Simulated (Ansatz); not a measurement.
Rows from a G0W0 calculation on Ta3N5 (Cmcm) (Ansatz 0.2.0; G0W0 on LDA, plane waves, PAW; PAW set soft_1; 4×4×2 mesh, 462 empty bands, screening to 100 eV, PAW set soft_1 files), in eV. Spin-orbit coupling is left out.

| row | k | band | start | Σx | Σc at the solution | Vxc |
| --- | --- | --- | --- | --- | --- | --- |
| A | (-0.500, -0.500, 0.000) | c2 | 13.329 | -13.521 | -4.602 | -18.983 |
| B | Γ | c1 | 12.901 | -13.298 | -4.630 | -18.789 |
| C | Γ | v1 | 11.505 | -21.337 | 2.576 | -18.985 |
| D | (-0.500, -0.500, 0.000) | v1 | 11.229 | -21.368 | 2.829 | -18.712 |
| E | Γ | c2 | 13.218 | -13.780 | -4.494 | -19.146 |
| F | (-0.500, -0.500, 0.000) | c1 | 12.660 | -13.006 | -4.606 | -18.453 |

**Question.** Give the quasiparticle energies and the shift of each level.

The quasiparticle equation reads E = start + Σx + Σc(E) − Vxc.

| row | E (eV) | shift (eV) |
| --- | --- | --- |
| A | 14.188 | +0.860 |
| B | 13.763 | +0.862 |
| C | 11.728 | +0.223 |
| D | 11.401 | +0.172 |
| E | 14.089 | +0.871 |
| F | 13.501 | +0.841 |

The gap over the computed points goes from 1.16 eV to 1.77 eV.

Limits: not at the basis limit; no spin-orbit coupling.

[Runs of the session that timed out or met a known fault of the program may be left out.]

[Cells called generated may have been cut or substituted from an entry of the Crystallography Open Database or the Materials Project.]

[Hosts, paths, dates, database ids (printed as entryN), source tags and the programs' standing remarks are cut or masked in the printed files.]
